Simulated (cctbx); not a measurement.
**Accept or mend?**

Cell a = 8.7690 Å, b = 6.3810 Å, c = 7.7060 Å, α = 90.00°, β = 117.24°, γ = 90.00°; space group C2/c (no. 15).

Simulated single-crystal data (cctbx): Ag Kα, λ = 0.56087 Å, to d = 0.8 Å, 70 % of the full sphere, strongest reflection 20000 counts, noise from counting, a 2 % proportional error and a noise floor of 15 counts (s.d.); no absorption.

An anisotropic refinement with weights 1/σ² prints:

```text
Rint 0.025, 390 unique reflections to 0.80 A
cycle     R1     wR2    GooF  max shift (A)
   1  0.1547  0.2903   8.678   0.11046
   3  0.1425  0.2725   8.148   0.00022
final R1 0.1425 wR2 0.2725 GooF 8.148  parameters 25  data/parameter 15.6
atom        x        y        z      Ueq    occ   su(xyz)  su(Uiso or U11)
Ga1    0.00000  0.00000  0.50000   0.0100  1.000  0.00000  0.0026
Zn1    0.50000  0.97880  0.25000   0.0143  1.000  0.00069  0.0030
F1     0.74563  0.52863  0.63359   0.0277  1.000  0.00361  0.0083
F2     0.00000  0.86878  0.75000   0.0307  1.000  0.00448  0.0121  NPD
difference map: max 11.80 min -4.48 rms 1.09
Q1    0.9918  0.2976  0.5472    8   12.45  1.94 A from Ga1
Q2    0.0129  0.2064  0.7027    8    5.92  2.01 A from Ga1
Q3    0.0000  0.4947  0.2500    4    3.54  0.10 A from Zn1
Q4    0.0000  0.1058  0.2500    4    3.42  0.16 A from F2
Q5    0.0243  0.2092  0.2059    8    3.26  0.69 A from F2
Q6    0.0000  0.5000  0.0000    4    2.54  1.93 A from Zn1
```

Q: Accept it or mend it, and why?

Mend it. The fault: an atom left out, F at (0.4900, 0.8006, 0.5428). Against the right model at the same level, R1 goes from 0.0173 to 0.1425 and GooF from 0.94 to 8.15, the top difference peak, 12.4 e/Å³, lies 1.94 Å from Ga1 and F2 goes non-positive-definite. Q1 is the missing atom. With scattering power missing, scale and phases suffer, so peaks may also grow on the heavy atoms.

The compound is ZnGaF5. The right model at the same level gives:

```text
Rint 0.025, 390 unique reflections to 0.80 A
cycle     R1     wR2    GooF  max shift (A)
   1  0.0235  0.0412   1.247   0.00220
   2  0.0173  0.0310   0.939   0.00000
final R1 0.0173 wR2 0.0310 GooF 0.939  parameters 34  data/parameter 11.5
atom        x        y        z      Ueq    occ   su(xyz)  su(Uiso or U11)
Ga1    0.00000  0.00000  0.50000   0.0142  1.000  0.00000  0.0003
Zn1    0.50000  0.97967  0.25000   0.0166  1.000  0.00008  0.0003
F1     0.74270  0.53077  0.63485   0.0260  1.000  0.00037  0.0009
F2     0.49023  0.80058  0.54250   0.0263  1.000  0.00030  0.0012
F3     0.00000  0.88716  0.75000   0.0257  1.000  0.00040  0.0016
difference map: max 0.68 min -0.63 rms 0.18
Q1    0.0190  0.3231  0.6910    8    0.72  1.06 A from F2
Q2    0.2349  0.0884  0.4599    8    0.69  1.37 A from F1
Q3    0.2161  0.4435  0.0304    8    0.59  1.58 A from F1
Q4    0.0936  0.1712  0.4757    8    0.58  1.43 A from Ga1
Q5    0.0547  0.4076  0.6239    8    0.53  0.92 A from F2
Q6    0.2274  0.1748  0.8505    8    0.52  1.96 A from F1
```

Isotropic U is held between 0.0001 and 1 Å² by the program, and listed peak heights are interpolated, so they can pass the grid's maximum.

The model is made up (kin elements in a known structure type, no relaxation), so it says nothing on whether the phase exists.

[Middle refinement cycles are left out of these outputs.]

[Logs are printed without paths, hosts, clocks, repeated set-up lines and the standing remarks that a program may print on its own settings, such as how far it seeks lower states.]
